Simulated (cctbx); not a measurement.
# Resonant diffraction in Sn2Bi

Space group I4_1/amd (no. 141, origin choice 1), a = 4.6940 Å, b = 4.6940 Å, c = 15.1350 Å, α = 90.00°, β = 90.00°, γ = 90.00°.

| atom | mult. | x | y | z | Ueq (Å²) |
| --- | --- | --- | --- | --- | --- |
| Bi1 | 4 | 1/2 | 1/2 | 0 | 0.0055 |
| Sn1 | 8 | 1/2 | 1/2 | 0.4176 | 0.0053 |

The model is made up (kin elements in a known structure type, no relaxation), so it says nothing on whether the phase exists.

Calculated with cctbx: free-atom f′ and f″ from the Sasaki tables, no fine structure; amplitudes in electrons.

| E (eV) | F 0 0 4 | F 2 1 3 | F 1 3 2 | F 2 0 4 |
| --- | --- | --- | --- | --- |
| 12819 | 97.4 | 152.1 | 318.0 | 83.8 |
| 13169 | 90.8 | 147.4 | 311.4 | 77.3 |
| 13299 | 85.4 | 143.7 | 306.1 | 72.1 |
| 13359 | 80.2 | 140.0 | 301.0 | 66.9 |
| 13389 | 75.0 | 136.4 | 296.0 | 61.8 |
| 13404 | 69.7 | 132.7 | 290.9 | 56.7 |
| 13411 | 65.1 | 129.5 | 286.5 | 52.2 |
| 13415 | 60.1 | 126.0 | 281.7 | 47.3 |
| 13423 | 65.9 | 127.3 | 282.9 | 54.6 |
| 13427 | 71.2 | 131.4 | 288.5 | 59.5 |
| 13434 | 75.8 | 134.9 | 293.4 | 63.8 |
| 13449 | 80.9 | 138.7 | 298.6 | 68.7 |
| 13479 | 86.0 | 142.4 | 303.8 | 73.5 |
| 13569 | 92.7 | 147.3 | 310.6 | 79.9 |
| 13819 | 99.7 | 152.3 | 317.5 | 86.6 |

**Question.** Which edge is crossed, and why do the reflections move as they do?

The L3 edge of Bi. The edge is at 13419 eV. f′ of Bi falls from -12.2 e at 13299 eV to -18.6 e at 4 eV below it, and f″ steps from 3.96 to 10.11 e across it. Over that approach |F| changes by -30 % (0 0 4), -12 % (2 1 3), -8 % (1 3 2) and -34 % (2 0 4): a reflection falls where Bi scatters in phase with the total and rises where it scatters against it; it hardly moves where the Bi term is small or cancels by symmetry. Above the edge the larger f″ enters the imaginary part, where it can add to or cancel the other atoms' f″. The structure is centrosymmetric, so Friedel mates stay equal.
